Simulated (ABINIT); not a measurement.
# Beyond one shot: CsH (Fm-3m), part 2 of 3

Wanted: G0W0 and self-consistent gaps of CsH (Fm-3m), with the cost of the cycles.

ABINIT 10.8.3; LDA and many-body steps on it, plane waves. Known limits of the many-body steps: not at the basis limit; no spin-orbit coupling.

So far. Step 5 (evGW0, cycle 1): Against G0W0 in ABINIT (4×4×4 mesh, 47 bands, screening to 106.1 eV, Godby-Needs plasmon pole), the gap moves by +0.513 eV. This first cycle still uses the starting levels; it takes the full correction, at all points of the mesh, and its linearised value is 4.019 eV. Step 6 (evGW0, cycle 2): Against the cycle before, the gap moves by −0.178 eV.

The database entry behind the starting cell differs from later determinations by our own check (0.1 to 0.3 % short, probably kX units), so it need not match the best structure at ambient conditions.

## Step 7: evGW0, cycle 3

Level of this step: evGW0 on LDA, plane waves, norm-conserving pseudopotentials (ABINIT).

The input, run.abi:

```
acell 3*1.0 Angstrom
rprim 
  -0.000000000000 3.188000000000 3.188000000000
  3.188000000000 -0.000000000000 3.188000000000
  3.188000000000 3.188000000000 -0.000000000000
ntypat 2
znucl 55 1
natom 2
typat 1 2
xred 
  0.000000000000 0.000000000000 0.000000000000
  0.500000000000 0.500000000000 0.500000000000
pp_dirpath "pseudos"
pseudos "Cs.upf, H.upf"
ecut 31
ngkpt 4 4 4
nshiftk 1
shiftk 0 0 0
kptopt 1
chksymbreak 0
istwfk *1
occopt 1
irdwfk 1
optdriver 4
nband 47
gwcalctyp 10
ecutsigx 31
symsigma 1
nkptgw 8
kptgw 
  0.0000000000 0.0000000000 0.0000000000
  0.2500000000 0.0000000000 0.0000000000
  0.5000000000 0.0000000000 0.0000000000
  0.2500000000 0.2500000000 0.0000000000
  0.5000000000 0.2500000000 0.0000000000
  -0.2500000000 0.2500000000 0.0000000000
  0.5000000000 0.5000000000 0.0000000000
  -0.2500000000 0.5000000000 0.2500000000
bdgw 
  1 9
  1 9
  1 9
  1 9
  1 9
  1 9
  1 9
  1 9
ecuteps 3.9
irdscr 1
ppmodel 1
irdqps 1
indata_prefix "in"
outdata_prefix "out"
tmpdata_prefix "tmp"
```

On the command line:

```sh
> OMP_NUM_THREADS=1 mpirun -n 4 abinit run.abi > log
```

Log:

```text
.Version 10.8.3 of ABINIT. v10.8.2 released Aug 2026.

 Symmetries : space group Fm -3 m (#225); Bravais cF (face-center cubic)
[... echo of the input left out ...]
== DATASET  1 ==================================================================
-   mpi_nproc: 4, omp_nthreads: 1 (-1 if OMP is not activated)

--- !DatasetInfo
iteration_state: {dtset: 1, }
dimensions: {natom: 2, nkpt: 8, mband: 47, nsppol: 1, nspinor: 1, nspden: 1, mpw: 3647, }
cutoff_energies: {ecut:  31.0, pawecutdg:  -1.0, }
[...]
.  kptgw no:  3; Maximum DeltaE = (   0.900   0.063) for band index:  1
[...]
.  kptgw no:  7; Maximum DeltaE = (   0.804   0.093) for band index:  1
.  kptgw no:  8; Maximum DeltaE = (   0.695   0.076) for band index:  1

== END DATASET(S) ==============================================================
================================================================================

 -outvars: echo values of variables after computation  --------
           etotal      0.0000000000E+00
            nband          47
             nkpt           8
          spgroup         225
 [... the other variables as echoed above ...]

 Calculation completed.
```

Wall time 56 s (4 MPI ranks of Arm Neoverse N1, shared host); peak memory 1 GiB.

This step gave:

| Quantity | Value |
| --- | --- |
| quasiparticle gap on the mesh | 4.365 eV |
| gap of the density functional on the mesh | 1.956 eV |
| k of the valence top | 0.5, 0, 0 |
| k of the conduction bottom | 0.5, 0, 0 |
| least direct quasiparticle gap on the computed points | 4.365 eV |

Against the cycle before, the gap moves by +0.011 eV.

## Step 8: evGW0, cycle 4

run.abi is that of step 7.

Log:

```text
.Version 10.8.3 of ABINIT. v10.8.2 released Aug 2026.

 Symmetries : space group Fm -3 m (#225); Bravais cF (face-center cubic)
[... echo of the input left out ...]
== DATASET  1 ==================================================================
-   mpi_nproc: 4, omp_nthreads: 1 (-1 if OMP is not activated)

--- !DatasetInfo
iteration_state: {dtset: 1, }
dimensions: {natom: 2, nkpt: 8, mband: 47, nsppol: 1, nspinor: 1, nspden: 1, mpw: 3647, }
cutoff_energies: {ecut:  31.0, pawecutdg:  -1.0, }
[...]
.  kptgw no:  3; Maximum DeltaE = (  -1.200   0.054) for band index:  1
[...]
.  kptgw no:  7; Maximum DeltaE = (  -0.954   0.013) for band index:  1
.  kptgw no:  8; Maximum DeltaE = (  -0.649   0.127) for band index:  1

== END DATASET(S) ==============================================================
================================================================================

 -outvars: echo values of variables after computation  --------
           etotal      0.0000000000E+00
            nband          47
             nkpt           8
          spgroup         225
 [... the other variables as echoed above ...]

 Calculation completed.
```

The job ended after 57 s (4 MPI ranks; peak memory 1 GiB; 3.8 min of CPU time).

Numbers from this step:

- quasiparticle gap on the mesh: 4.364 eV
- gap of the density functional on the mesh: 1.956 eV
- k of the valence top: 0.5, 0, 0
- k of the conduction bottom: 0.5, 0, 0
- least direct quasiparticle gap on the computed points: 4.364 eV

Against the cycle before, the gap moves by −0.001 eV.

## Step 9: Screening, 4×4×4 mesh, 47 bands, screening to 106.1 eV

This step: RPA screening on LDA, plane waves, norm-conserving pseudopotentials.

The input, run.abi:

```
acell 3*1.0 Angstrom
rprim 
  -0.000000000000 3.188000000000 3.188000000000
  3.188000000000 -0.000000000000 3.188000000000
  3.188000000000 3.188000000000 -0.000000000000
ntypat 2
znucl 55 1
natom 2
typat 1 2
xred 
  0.000000000000 0.000000000000 0.000000000000
  0.500000000000 0.500000000000 0.500000000000
pp_dirpath "pseudos"
pseudos "Cs.upf, H.upf"
ecut 31
ngkpt 4 4 4
nshiftk 1
shiftk 0 0 0
kptopt 1
chksymbreak 0
istwfk *1
occopt 1
irdwfk 1
optdriver 3
nband 47
ecuteps 3.9
inclvkb 2
awtr 1
symchi 1
gwcalctyp 10
mbpt_sciss 2.556 eV
nqptdm 1
qptdm 
  0 0 0
indata_prefix "in"
outdata_prefix "out"
tmpdata_prefix "tmp"
```

Log:

```text
.Version 10.8.3 of ABINIT. v10.8.2 released Aug 2026.

 Symmetries : space group Fm -3 m (#225); Bravais cF (face-center cubic)
[... echo of the input left out ...]
== DATASET  1 ==================================================================
-   mpi_nproc: 4, omp_nthreads: 1 (-1 if OMP is not activated)

--- !DatasetInfo
iteration_state: {dtset: 1, }
dimensions: {natom: 2, nkpt: 8, mband: 47, nsppol: 1, nspinor: 1, nspden: 1, mpw: 3647, }
cutoff_energies: {ecut:  31.0, pawecutdg:  -1.0, }
electrons: {nelect:   1.00000000E+01, charge:   0.00000000E+00, occopt:   1.00000000E+00, tsmear:   1.00000000E-02, }

 SCREENING: Calculation of the susceptibility and dielectric matrices

 Based on a program developped by R.W. Godby, V. Olevano, G. Onida, and L. Reining.
 Incorporated in ABINIT by V. Olevano, G.-M. Rignanese, and M. Torrent.
.Using double precision arithmetic ; gwpc =  8

[... cell and pseudopotentials left out ...]
--------------------------------------------------------------------------------

 ==== K-mesh for the wavefunctions ====
 Number of points in the irreducible wedge :     8
[... list of points left out ...]
 Together with 48 symmetry operations and time-reversal symmetry
 yields    64 points in the full Brillouin Zone.

 ==== Q-mesh for the screening function ====
 Number of points in the irreducible wedge :     8
[... list of points left out ...]
 Together with 48 symmetry operations and time-reversal symmetry
 yields    64 points in the full Brillouin Zone.

 setmesh: FFT mesh size selected  =    30x   30x   30
          total number of points  =        27000

 vcoul_init : cutoff-mode = AUXILIARY_FUNCTION
 q-points for optical limit:   1
     1)      0.000010    0.000020    0.000030

 Dielectric matrix will be calculated only for some
 selected q points provided by the user through the input variables
 nqptdm and qptdm

- screening: taking advantage of time-reversal symmetry
- Maximum band index for partially occupied states nbvw = 5
- Remaining bands to be divided among processors   nbcw = 42
- Number of bands treated by each node ~10

 rdqps: reading QP wavefunctions of the previous step
        looking for file in_QPS
 file not found, 1st iteration initialized with KS eigenelements

 screening : performing a first self-consistency
 update of the energies in W by a scissor operator
 applying a scissor operator of [eV] :   2.556

 Number of electrons calculated from density =   10.0000; Expected =   10.0000
 average of density, n =  0.022867
 r_s =    2.1856
 omega_plasma =   14.5870 [eV]

 calculating chi0 at frequencies [eV] :
  1    0.000000E+00    0.000000E+00
  2    0.000000E+00    1.458696E+01

--------------------------------------------------------------------------------
  q-point number  1        q = ( 0.000000, 0.000000, 0.000000) [r.l.u.]
--------------------------------------------------------------------------------
[... chi0 elements left out ...]
 For q-point:  0.000010 0.000020 0.000030
  dielectric constant =   2.5424
  dielectric constant without local fields =   2.8678

  Average fulfillment of the sum rule on Im[epsilon] for q-point    1 :     78.49  [%]
[... wings left out ...]
== END DATASET(S) ==============================================================
================================================================================

 -outvars: echo values of variables after computation  --------
           etotal      0.0000000000E+00
            nband          47
             nkpt           8
          spgroup         225
 [... the other variables as echoed above ...]

 Calculation completed.
```

It took 4.6 s on 4 MPI ranks; peak memory 0.43 GiB.

Numbers from this step:

| Item | Value |
| --- | --- |
| ε∞ with local fields, on this mesh, along the program's q direction | 2.542 |
| the same without local fields | 2.868 |
| plasma frequency | 14.59 eV |
| plane waves in the screening matrix | 169 |

This screening uses the functional's bands under a rigid shift, the mean opening of the cycle before.

## Step 10: Screening, 4×4×4 mesh, 47 bands, screening to 106.1 eV

This step: RPA screening on LDA from quasiparticle energies, plane waves, norm-conserving pseudopotentials.

Changes to run.abi since step 9:

```diff
@@ -29,7 +29,13 @@
 symchi 1
+irdqps 1
 gwcalctyp 10
-mbpt_sciss 2.556 eV
-nqptdm 1
+nqptdm 7
 qptdm 
-  0 0 0
+  0.2500000000 0.0000000000 0.0000000000
+  0.5000000000 0.0000000000 0.0000000000
+  0.2500000000 0.2500000000 0.0000000000
+  0.5000000000 0.2500000000 0.0000000000
+  -0.2500000000 0.2500000000 0.0000000000
+  0.5000000000 0.5000000000 0.0000000000
+  -0.2500000000 0.5000000000 0.2500000000
 indata_prefix "in"
```

The input, mrgscr.stdin:

```
2
merged
q0_SCR
out_SCR
1
```

On the command line:

```sh
> OMP_NUM_THREADS=1 mpirun -n 4 abinit run.abi > log; mrgscr < mrgscr.stdin
```

Log:

```text
.Version 10.8.3 of ABINIT. v10.8.2 released Aug 2026.

 Symmetries : space group Fm -3 m (#225); Bravais cF (face-center cubic)
[... echo of the input left out ...]
== DATASET  1 ==================================================================
-   mpi_nproc: 4, omp_nthreads: 1 (-1 if OMP is not activated)

--- !DatasetInfo
iteration_state: {dtset: 1, }
dimensions: {natom: 2, nkpt: 8, mband: 47, nsppol: 1, nspinor: 1, nspden: 1, mpw: 3647, }
cutoff_energies: {ecut:  31.0, pawecutdg:  -1.0, }
[...]
q-point number  1        q = ( 0.250000, 0.000000, 0.000000) [r.l.u.]
--------------------------------------------------------------------------------
[... chi0 elements left out ...]
  Average fulfillment of the sum rule on Im[epsilon] for q-point    2 :    109.22  [%]

--------------------------------------------------------------------------------
  q-point number  2        q = ( 0.500000, 0.000000, 0.000000) [r.l.u.]
--------------------------------------------------------------------------------
[... chi0 elements left out ...]
  Average fulfillment of the sum rule on Im[epsilon] for q-point    3 :     95.35  [%]

 [... 5 further q-points ...]
```

Wall time 11 s (4 MPI ranks); peak memory 0.55 GiB; 44 s of CPU time.

This step gave:

* plasma frequency: 14.59 eV
* plane waves in the screening matrix: 169

This screening reads the quasiparticle levels of the cycle before.

## Step 11: evGW, cycle 1

This step: evGW on LDA, plane waves, norm-conserving pseudopotentials.

Changes to run.abi since step 10:

```diff
@@ -23,12 +23,10 @@
 irdwfk 1
-optdriver 3
+optdriver 4
 nband 47
-ecuteps 3.9
-inclvkb 2
-awtr 1
-symchi 1
-irdqps 1
 gwcalctyp 10
-nqptdm 7
-qptdm 
+ecutsigx 31
+symsigma 1
+nkptgw 8
+kptgw 
+  0.0000000000 0.0000000000 0.0000000000
   0.2500000000 0.0000000000 0.0000000000
@@ -40,2 +38,15 @@
   -0.2500000000 0.5000000000 0.2500000000
+bdgw 
+  1 9
+  1 9
+  1 9
+  1 9
+  1 9
+  1 9
+  1 9
+  1 9
+ecuteps 3.9
+irdscr 1
+ppmodel 1
+irdqps 1
 indata_prefix "in"
```

On the command line:

```sh
> OMP_NUM_THREADS=1 mpirun -n 4 abinit run.abi > log
```

Log:

```text
.Version 10.8.3 of ABINIT. v10.8.2 released Aug 2026.

 Symmetries : space group Fm -3 m (#225); Bravais cF (face-center cubic)
[... echo of the input left out ...]
== DATASET  1 ==================================================================
-   mpi_nproc: 4, omp_nthreads: 1 (-1 if OMP is not activated)

--- !DatasetInfo
iteration_state: {dtset: 1, }
dimensions: {natom: 2, nkpt: 8, mband: 47, nsppol: 1, nspinor: 1, nspden: 1, mpw: 3647, }
cutoff_energies: {ecut:  31.0, pawecutdg:  -1.0, }
[...]
.  kptgw no:  3; Maximum DeltaE = (  -0.374   0.001) for band index:  2
[...]
.  kptgw no:  7; Maximum DeltaE = (  -0.341  -0.000) for band index:  2
.  kptgw no:  8; Maximum DeltaE = (  -0.431   0.013) for band index:  1

== END DATASET(S) ==============================================================
================================================================================

 -outvars: echo values of variables after computation  --------
           etotal      0.0000000000E+00
            nband          47
             nkpt           8
          spgroup         225
 [... the other variables as echoed above ...]

 Calculation completed.
```

Run time: 56 s. Hardware: 4 MPI ranks; peak memory 1 GiB.

This step gave:

| Property | Result |
| --- | --- |
| quasiparticle gap on the mesh | 4.917 eV |
| gap of the density functional on the mesh | 1.956 eV |
| k of the valence top | 0.5, 0, 0 |
| k of the conduction bottom | 0.5, 0, 0 |
| least direct quasiparticle gap on the computed points | 4.917 eV |

Against G0W0 in ABINIT (4×4×4 mesh, 47 bands, screening to 106.1 eV, Godby-Needs plasmon pole), the gap moves by +0.898 eV.

## Step 12: Screening, 4×4×4 mesh, 47 bands, screening to 106.1 eV

This step: RPA screening on LDA, plane waves, norm-conserving pseudopotentials.

The input, run.abi:

```
acell 3*1.0 Angstrom
rprim 
  -0.000000000000 3.188000000000 3.188000000000
  3.188000000000 -0.000000000000 3.188000000000
  3.188000000000 3.188000000000 -0.000000000000
ntypat 2
znucl 55 1
natom 2
typat 1 2
xred 
  0.000000000000 0.000000000000 0.000000000000
  0.500000000000 0.500000000000 0.500000000000
pp_dirpath "pseudos"
pseudos "Cs.upf, H.upf"
ecut 31
ngkpt 4 4 4
nshiftk 1
shiftk 0 0 0
kptopt 1
chksymbreak 0
istwfk *1
occopt 1
irdwfk 1
optdriver 3
nband 47
ecuteps 3.9
inclvkb 2
awtr 1
symchi 1
gwcalctyp 10
mbpt_sciss 3.165 eV
nqptdm 1
qptdm 
  0 0 0
indata_prefix "in"
outdata_prefix "out"
tmpdata_prefix "tmp"
```

Log:

```text
.Version 10.8.3 of ABINIT. v10.8.2 released Aug 2026.

 Symmetries : space group Fm -3 m (#225); Bravais cF (face-center cubic)
[... echo of the input left out ...]
== DATASET  1 ==================================================================
-   mpi_nproc: 4, omp_nthreads: 1 (-1 if OMP is not activated)

--- !DatasetInfo
iteration_state: {dtset: 1, }
dimensions: {natom: 2, nkpt: 8, mband: 47, nsppol: 1, nspinor: 1, nspden: 1, mpw: 3647, }
cutoff_energies: {ecut:  31.0, pawecutdg:  -1.0, }
[...]
[... chi0 elements left out ...]
 For q-point:  0.000010 0.000020 0.000030
  dielectric constant =   2.4480
  dielectric constant without local fields =   2.7476

  Average fulfillment of the sum rule on Im[epsilon] for q-point    1 :     80.43  [%]
[... wings left out ...]
== END DATASET(S) ==============================================================
================================================================================

 -outvars: echo values of variables after computation  --------
           etotal      0.0000000000E+00
            nband          47
             nkpt           8
          spgroup         225
 [... the other variables as echoed above ...]

 Calculation completed.
```

Wall time 4.6 s (4 MPI ranks); peak memory 0.4 GiB.

This step gave:

```yaml
eps_infinity_with_local_fields_on_this_mesh_along_the_program_s_q_direction: 2.448
the_same_without_local_fields: 2.748
plasma_frequency: 14.59 eV
plane_waves_in_the_screening_matrix: 169
```

This screening uses the functional's bands under a rigid shift, the mean opening of the cycle before.

## Step 13: Screening, 4×4×4 mesh, 47 bands, screening to 106.1 eV

This step: RPA screening on LDA from quasiparticle energies, plane waves, norm-conserving pseudopotentials.

Changes to run.abi since step 12:

```diff
@@ -29,7 +29,13 @@
 symchi 1
+irdqps 1
 gwcalctyp 10
-mbpt_sciss 3.165 eV
-nqptdm 1
+nqptdm 7
 qptdm 
-  0 0 0
+  0.2500000000 0.0000000000 0.0000000000
+  0.5000000000 0.0000000000 0.0000000000
+  0.2500000000 0.2500000000 0.0000000000
+  0.5000000000 0.2500000000 0.0000000000
+  -0.2500000000 0.2500000000 0.0000000000
+  0.5000000000 0.5000000000 0.0000000000
+  -0.2500000000 0.5000000000 0.2500000000
 indata_prefix "in"
```

mrgscr.stdin is that of step 10.

On the command line:

```sh
> OMP_NUM_THREADS=1 mpirun -n 4 abinit run.abi > log; mrgscr < mrgscr.stdin
```

Log:

```text
.Version 10.8.3 of ABINIT. v10.8.2 released Aug 2026.

 Symmetries : space group Fm -3 m (#225); Bravais cF (face-center cubic)
[... echo of the input left out ...]
== DATASET  1 ==================================================================
-   mpi_nproc: 4, omp_nthreads: 1 (-1 if OMP is not activated)

--- !DatasetInfo
iteration_state: {dtset: 1, }
dimensions: {natom: 2, nkpt: 8, mband: 47, nsppol: 1, nspinor: 1, nspden: 1, mpw: 3647, }
cutoff_energies: {ecut:  31.0, pawecutdg:  -1.0, }
[...]
q-point number  1        q = ( 0.250000, 0.000000, 0.000000) [r.l.u.]
--------------------------------------------------------------------------------
[... chi0 elements left out ...]
  Average fulfillment of the sum rule on Im[epsilon] for q-point    2 :    112.90  [%]

--------------------------------------------------------------------------------
  q-point number  2        q = ( 0.500000, 0.000000, 0.000000) [r.l.u.]
--------------------------------------------------------------------------------
[... chi0 elements left out ...]
  Average fulfillment of the sum rule on Im[epsilon] for q-point    3 :     97.87  [%]

 [... 5 further q-points ...]
```

Wall time 11 s (4 MPI ranks); peak memory 0.55 GiB.

Numbers from this step:

```
plasma frequency                    : 14.59 eV
plane waves in the screening matrix : 169
```

This screening reads the quasiparticle levels of the cycle before.

## Step 14: evGW, cycle 2

This step: evGW on LDA, plane waves, norm-conserving pseudopotentials.

Changes to run.abi since step 13:

```diff
@@ -23,12 +23,10 @@
 irdwfk 1
-optdriver 3
+optdriver 4
 nband 47
-ecuteps 3.9
-inclvkb 2
-awtr 1
-symchi 1
-irdqps 1
 gwcalctyp 10
-nqptdm 7
-qptdm 
+ecutsigx 31
+symsigma 1
+nkptgw 8
+kptgw 
+  0.0000000000 0.0000000000 0.0000000000
   0.2500000000 0.0000000000 0.0000000000
@@ -40,2 +38,15 @@
   -0.2500000000 0.5000000000 0.2500000000
+bdgw 
+  1 9
+  1 9
+  1 9
+  1 9
+  1 9
+  1 9
+  1 9
+  1 9
+ecuteps 3.9
+irdscr 1
+ppmodel 1
+irdqps 1
 indata_prefix "in"
```

On the command line:

```sh
> OMP_NUM_THREADS=1 mpirun -n 4 abinit run.abi > log
```

Log:

```text
.Version 10.8.3 of ABINIT. v10.8.2 released Aug 2026.

 Symmetries : space group Fm -3 m (#225); Bravais cF (face-center cubic)
[... echo of the input left out ...]
== DATASET  1 ==================================================================
-   mpi_nproc: 4, omp_nthreads: 1 (-1 if OMP is not activated)

--- !DatasetInfo
iteration_state: {dtset: 1, }
dimensions: {natom: 2, nkpt: 8, mband: 47, nsppol: 1, nspinor: 1, nspden: 1, mpw: 3647, }
cutoff_energies: {ecut:  31.0, pawecutdg:  -1.0, }
[...]
.  kptgw no:  3; Maximum DeltaE = (  -0.363   0.049) for band index:  1
[...]
.  kptgw no:  7; Maximum DeltaE = (  -0.711   0.106) for band index:  1
.  kptgw no:  8; Maximum DeltaE = (  -0.121   0.036) for band index:  1

== END DATASET(S) ==============================================================
================================================================================

 -outvars: echo values of variables after computation  --------
           etotal      0.0000000000E+00
            nband          47
             nkpt           8
          spgroup         225
 [... the other variables as echoed above ...]

 Calculation completed.
```

It took 57 s on 4 MPI ranks; peak memory 1 GiB.

Numbers from this step:

```yaml
quasiparticle_gap_on_the_mesh: 4.992 eV
gap_of_the_density_functional_on_the_mesh: 1.956 eV
k_of_the_valence_top: 0.5, 0, 0
k_of_the_conduction_bottom: 0.5, 0, 0
least_direct_quasiparticle_gap_on_the_computed_points: 4.992 eV
```

Against the cycle before, the gap moves by +0.075 eV.

[end of part 2 of 3]

[Paths, hosts, dates, memory and timing lines, banners, echoed tables and standing remarks are left out of the program output.]

[Logs are printed without paths, hosts, clocks, repeated set-up lines and the standing remarks that a program may print on its own settings, such as how far it seeks lower states.]

[Runs of the session that timed out or met a known fault of the program may be left out.]

[Hosts, paths, dates, database ids (printed as entryN), source tags and the programs' standing remarks are cut or masked in the printed files.]

[G0W0 gaps are taken among the corrected bands and points alone; a level outside them can change the order at an edge.]

[Where Ansatz stands beside ABINIT at settings called matched, ABINIT's density can come from a denser mesh and the files from another edition; pairs whose starting gaps differed by over 0.03 eV were left out, so agreement reads better than it is.]
